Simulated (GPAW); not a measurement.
# A Pb chain with an H atom on top of one atom: converging a transmission, part 4 of 4

Aim: the cheapest settings that leave the conductance of a Pb chain with an H atom on top of one atom unchanged.

GPAW 26.7.0; GPAW LCAO, PAW setups; Landauer transmission from Green's functions with principal layers (ASE), zero bias.

So far, transmission at the Fermi level (one spin): 2.22 in steps 2, 13, 14, 16 and 18.

### Step 19. Grid spacing: h = 0.26

run.py

```python
import json
import numpy as np
from ase import Atoms
from ase.transport.calculators import TransportCalculator
from gpaw import GPAW, FermiDirac
from gpaw.lcao.tools import get_lcao_hamiltonian
from scipy.linalg import eigh

# The junction with lead layers at both ends, along the third cell vector
device = Atoms(
    ['Pb', 'Pb', 'Pb', 'Pb', 'Pb', 'Pb', 'H', 'Pb', 'Pb', 'Pb', 'Pb', 'Pb'],
    positions=[
        [4.50000, 4.50000, 1.45000],
        [4.50000, 4.50000, 4.35000],
        [4.50000, 4.50000, 7.25000],
        [4.50000, 4.50000, 10.15000],
        [4.50000, 4.50000, 13.05000],
        [4.50000, 4.50000, 15.95000],
        [6.09830, 4.50000, 15.95000],
        [4.50000, 4.50000, 18.85000],
        [4.50000, 4.50000, 21.75000],
        [4.50000, 4.50000, 24.65000],
        [4.50000, 4.50000, 27.55000],
        [4.50000, 4.50000, 30.45000]],
    cell=[[9.0, 0.0, 0.0], [0.0, 9.0, 0.0], [0.0, 0.0, 31.9]],
    pbc=True)

# One principal layer of the lead: the first 3 atoms of the device
lead = Atoms(
    ['Pb', 'Pb', 'Pb'],
    positions=[
        [4.50000, 4.50000, 1.45000],
        [4.50000, 4.50000, 4.35000],
        [4.50000, 4.50000, 7.25000]],
    cell=[[9.0, 0.0, 0.0], [0.0, 9.0, 0.0], [0.0, 0.0, 8.7]],
    pbc=True)

settings = dict(mode='lcao', basis='szp(dzp)', xc='LDA', h=0.26,
                occupations=FermiDirac(0.1), maxiter=250,
                mixer=dict(beta=0.1, nmaxold=8, weight=100.0),
                convergence=dict(density=0.0001))
energies = np.arange(-3, 3 + 1e-9, 0.075)
eta = 0.0001
n1, n2 = 1, 1
# k and -k transmit alike, so half of the mesh across the current serves
mesh = [(i, j) for i in range(n1) for j in range(n2) if (i, j) <= (-i % n1, -j % n2)]
weights = np.array([1 if (i, j) == (-i % n1, -j % n2) else 2 for i, j in mesh]) / (n1 * n2)

# [... helper functions left out ...]
fermi_lead = ground_state(lead, (1, 1, 13), 'lead.txt')
fermi_device = ground_state(device, (1, 1, 3), 'device.txt')
# [... loop over the mesh left out, but for ...]
        # Shift the lead onto the potential of the device's first layer
        shift = ((H[:, 0, 0] - H0[:, 0, 0]) / S0[0, 0]).real.mean()
# [...]
kT = 8.617333e-5 * 300
bias = [0.1, 0.2, 0.5, 1.0, 1.5, 2.0]
# [... integrals and printing left out ...]
```

Run with:

```
$ OMP_NUM_THREADS=1 OPENBLAS_NUM_THREADS=2 python run.py
```

What it wrote:

```text
basis functions: device 158, principal layer 42
Fermi level: lead -3.0343 eV, device -3.0422 eV; lead shifted by 0.0194 eV
largest coupling past the next layer 2.82e-08 eV, largest misfit of the first layer 0.026 eV
  E-E_F (eV)   T (one spin)  [channel counts left out]
    -3.000    3.6825e-12
    -2.925    6.6115e-12
    -2.850    1.2708e-11
    -2.775    2.6373e-11
    -2.700    5.9001e-11
    -2.625    1.3080e-10
    -2.550    4.2698e-11
    -2.475    2.3878e-07
    -2.400    1.4983e-05
    -2.325    8.9823e-01
    -2.250    9.1776e-01
    -2.175    9.3193e-01
    -2.100    9.4313e-01
    -2.025    9.5209e-01
    -1.950    9.5936e-01
    -1.875    9.6532e-01
[...]
2.475    2.0316e+00
     2.550    2.0229e+00
     2.625    2.0121e+00
     2.700    1.9952e+00
     2.775    1.9508e+00
     2.850    1.5919e+00
     2.925    9.9949e-01
     3.000    9.9947e-01
conductance at 300 K: 2.2171 G0 a cell; thermopower -0.04522 uV/K
current from the zero-bias T(E) at 0.1 V: 17.175 uA
current from the zero-bias T(E) at 0.2 V: 34.329 uA
current from the zero-bias T(E) at 0.5 V: 85.454 uA
current from the zero-bias T(E) at 1.0 V: 168.46 uA
current from the zero-bias T(E) at 1.5 V: 239.98 uA
current from the zero-bias T(E) at 2.0 V: 300.68 uA
```

Run time: 21 s. Hardware: 2 threads of Intel Xeon 6975P-C (Granite Rapids), shared host; peak memory 0.61 GiB.

Numbers from this step:

```yaml
largest_misfit_of_the_first_principal_layer: 0.02608 eV
shift_that_aligns_the_lead: 0.01942 eV
```

One spin. Table of transmission, zone mean by energy, zero at the Fermi level:

energy (eV), transmission, zone mean and a bar:
```
    -3.00       0.00 
    -2.77       0.00 
    -2.55       0.00 
    -2.40       0.00 
    -2.17       0.93 #############
    -1.95       0.96 #############
    -1.73       0.97 #############
    -1.57       0.98 #############
    -1.35       0.99 #############
    -1.12       0.99 #############
    -0.90       1.00 #############
    -0.75       1.00 #############
    -0.53       2.04 ############################
    -0.30       2.15 #############################
    -0.07       2.22 ##############################
     0.00       2.22 ##############################
     0.07       2.22 ##############################
     0.30       2.19 ##############################
     0.53       2.16 #############################
     0.75       2.14 #############################
     0.90       2.14 #############################
     1.12       2.13 #############################
     1.35       2.12 #############################
     1.57       2.10 ############################
     1.73       2.09 ############################
     1.95       2.08 ############################
     2.17       2.06 ############################
     2.40       2.04 ############################
     2.55       2.02 ###########################
     2.77       1.95 ##########################
     3.00       1.00 ##############
```

Not self-consistent under bias; the bias window is split evenly. The current through one cell, from the zero-bias transmission by bias:

| bias (V) | current through one cell, from the zero-bias transmission (μA) |
| --- | --- |
| 0.100 | 17.2 |
| 0.200 | 34.3 |
| 0.500 | 85.5 |
| 1.000 | 168 |
| 1.500 | 240 |
| 2.000 | 301 |

The conductance equals that of the base run to 0.2 %.

### Step 20. Varying the grid spacing

run.py: that of step 19 with these lines changed.

```diff
@@ -37,3 +37,3 @@
 
-settings = dict(mode='lcao', basis='szp(dzp)', xc='LDA', h=0.26,
+settings = dict(mode='lcao', basis='szp(dzp)', xc='LDA', h=0.22,
                 occupations=FermiDirac(0.1), maxiter=250,
```

What it wrote:

```text
basis functions: device 158, principal layer 42
Fermi level: lead -3.0335 eV, device -3.0415 eV; lead shifted by 0.0192 eV
largest coupling past the next layer 2.82e-08 eV, largest misfit of the first layer 0.026 eV
  E-E_F (eV)   T (one spin)  [channel counts left out]
    -3.000    3.6753e-12
    -2.925    6.5957e-12
    -2.850    1.2670e-11
[...]
2.925    9.9949e-01
     3.000    9.9946e-01
conductance at 300 K: 2.2168 G0 a cell; thermopower -0.0436 uV/K
current from the zero-bias T(E) at 0.1 V: 17.172 uA
current from the zero-bias T(E) at 0.2 V: 34.323 uA
current from the zero-bias T(E) at 0.5 V: 85.438 uA
current from the zero-bias T(E) at 1.0 V: 168.43 uA
current from the zero-bias T(E) at 1.5 V: 239.94 uA
current from the zero-bias T(E) at 2.0 V: 300.64 uA
```

It took 22 s on 2 threads; peak memory 0.82 GiB.

The conductance equals that of the base run to 0.2 %.

### Step 21. Grid spacing: h = 0.16

run.py: that of step 20 with these lines changed.

```diff
@@ -37,3 +37,3 @@
 
-settings = dict(mode='lcao', basis='szp(dzp)', xc='LDA', h=0.22,
+settings = dict(mode='lcao', basis='szp(dzp)', xc='LDA', h=0.16,
                 occupations=FermiDirac(0.1), maxiter=250,
```

What it wrote:

```text
basis functions: device 158, principal layer 42
Fermi level: lead -3.0328 eV, device -3.0408 eV; lead shifted by 0.0192 eV
largest coupling past the next layer 2.82e-08 eV, largest misfit of the first layer 0.026 eV
  E-E_F (eV)   T (one spin)  [channel counts left out]
    -3.000    3.6820e-12
    -2.925    6.6070e-12
    -2.850    1.2689e-11
[...]
2.925    9.9949e-01
     3.000    9.9946e-01
conductance at 300 K: 2.2167 G0 a cell; thermopower -0.04039 uV/K
current from the zero-bias T(E) at 0.1 V: 17.171 uA
current from the zero-bias T(E) at 0.2 V: 34.322 uA
current from the zero-bias T(E) at 0.5 V: 85.433 uA
current from the zero-bias T(E) at 1.0 V: 168.42 uA
current from the zero-bias T(E) at 1.5 V: 239.93 uA
current from the zero-bias T(E) at 2.0 V: 300.62 uA
```

Elapsed: 57 s, on 2 threads; peak memory 2 GiB.

The conductance equals that of the base run to 0.2 %.

### Step 22. Varying the grid spacing

run.py: that of step 21 with these lines changed.

```diff
@@ -37,3 +37,3 @@
 
-settings = dict(mode='lcao', basis='szp(dzp)', xc='LDA', h=0.16,
+settings = dict(mode='lcao', basis='szp(dzp)', xc='LDA', h=0.14,
                 occupations=FermiDirac(0.1), maxiter=250,
```

What it wrote:

```text
basis functions: device 158, principal layer 42
Fermi level: lead -3.0327 eV, device -3.0408 eV; lead shifted by 0.0192 eV
largest coupling past the next layer 2.82e-08 eV, largest misfit of the first layer 0.026 eV
  E-E_F (eV)   T (one spin)  [channel counts left out]
    -3.000    3.6829e-12
    -2.925    6.6087e-12
    -2.850    1.2693e-11
[...]
2.925    9.9949e-01
     3.000    9.9946e-01
conductance at 300 K: 2.2167 G0 a cell; thermopower -0.04079 uV/K
current from the zero-bias T(E) at 0.1 V: 17.172 uA
current from the zero-bias T(E) at 0.2 V: 34.322 uA
current from the zero-bias T(E) at 0.5 V: 85.434 uA
current from the zero-bias T(E) at 1.0 V: 168.42 uA
current from the zero-bias T(E) at 1.5 V: 239.93 uA
current from the zero-bias T(E) at 2.0 V: 300.62 uA
```

It took 89 s on 2 threads; peak memory 2.9 GiB.

One spin. Table of transmission, zone mean by energy, zero at the Fermi level:

| energy (eV) | transmission, zone mean |
| --- | --- |
| -3.00 | 3.7e-12 |
| -2.85 | 1.3e-11 |
| -2.70 | 5.9e-11 |
| -2.55 | 3.5e-11 |
| -2.33 | 0.899 |
| -2.17 | 0.932 |
| -2.02 | 0.952 |
| -1.88 | 0.965 |
| -1.73 | 0.974 |
| -1.57 | 0.981 |
| -1.35 | 0.988 |
| -1.20 | 0.991 |
| -1.05 | 0.993 |
| -0.90 | 0.995 |
| -0.75 | 0.997 |
| -0.60 | 2.00 |
| -0.38 | 2.11 |
| -0.23 | 2.18 |
| -0.07 | 2.21 |
| 0.00 | 2.22 |
| 0.07 | 2.22 |
| 0.23 | 2.20 |
| 0.38 | 2.18 |
| 0.60 | 2.15 |
| 0.75 | 2.14 |
| 0.90 | 2.14 |
| 1.05 | 2.13 |
| 1.20 | 2.12 |
| 1.35 | 2.12 |
| 1.57 | 2.10 |
| 1.73 | 2.09 |
| 1.88 | 2.08 |
| 2.02 | 2.07 |
| 2.17 | 2.06 |
| 2.33 | 2.05 |
| 2.55 | 2.02 |
| 2.70 | 2.00 |
| 2.85 | 1.61 |
| 3.00 | 0.999 |

The conductance equals that of the base run to 0.2 %.

### Step 23. Convergence in the grid spacing

The runs and the base run on one axis.

This step: convergence of the conductance (GPAW 26.7.0).

The conductance stays at 2.22 G₀ for grid spacing from 0.14 to 0.3 Å.

### Step 24. What came out

* conductance at the base settings: 2.22 G₀
* range over the density threshold (1.0e-6 to 0.1): 2.20 to 2.23 G₀
* range over the lead periods between scatterer and principal layer (0 to 6): 2.22 to 2.23 G₀
* range over the energy step (0.0125 to 0.2 eV): 2.21 to 2.22 G₀
* range over the grid spacing (0.14 to 0.3 Å): 2.22 to 2.22 G₀

What this shows: At the base settings the conductance, averaged at 300 K, is 2.22 G₀. In the density threshold, no value tried moves the conductance by 3 %. In the lead periods between scatterer and principal layer, no value tried moves the conductance by 3 %. In the energy step, no value tried moves the conductance by 3 %. In the grid spacing, no value tried moves the conductance by 3 %. The thresholds 0.01 and 0.1 ended after the same number of SCF steps: the energy test stopped those runs, so they are one result, not a plateau. Over the ranges tried, the density threshold moves it most, counted as a ratio. The geometry was built from estimated bond lengths and not relaxed, so the numbers describe this model structure. The run had no spin polarisation, so a magnetic state, which chains and small molecules with open shells often have, wasn't tested. Spin-orbit coupling is left out, which matters for the heavy atoms here. An evenly spaced straight chain is an idealisation: free chains tend to dimerise, zigzag or, where a band edge lies near the Fermi level, turn magnetic. The currents use the zero-bias T(E) throughout, which holds only while the bias is small against the distance to the nearest feature.

[Logs are printed without paths, hosts, clocks, repeated set-up lines and the standing remarks that a program may print on its own settings, such as how far it seeks lower states.]

[Hosts, paths, dates, database ids (printed as entryN), source tags and the programs' standing remarks are cut or masked in the printed files.]
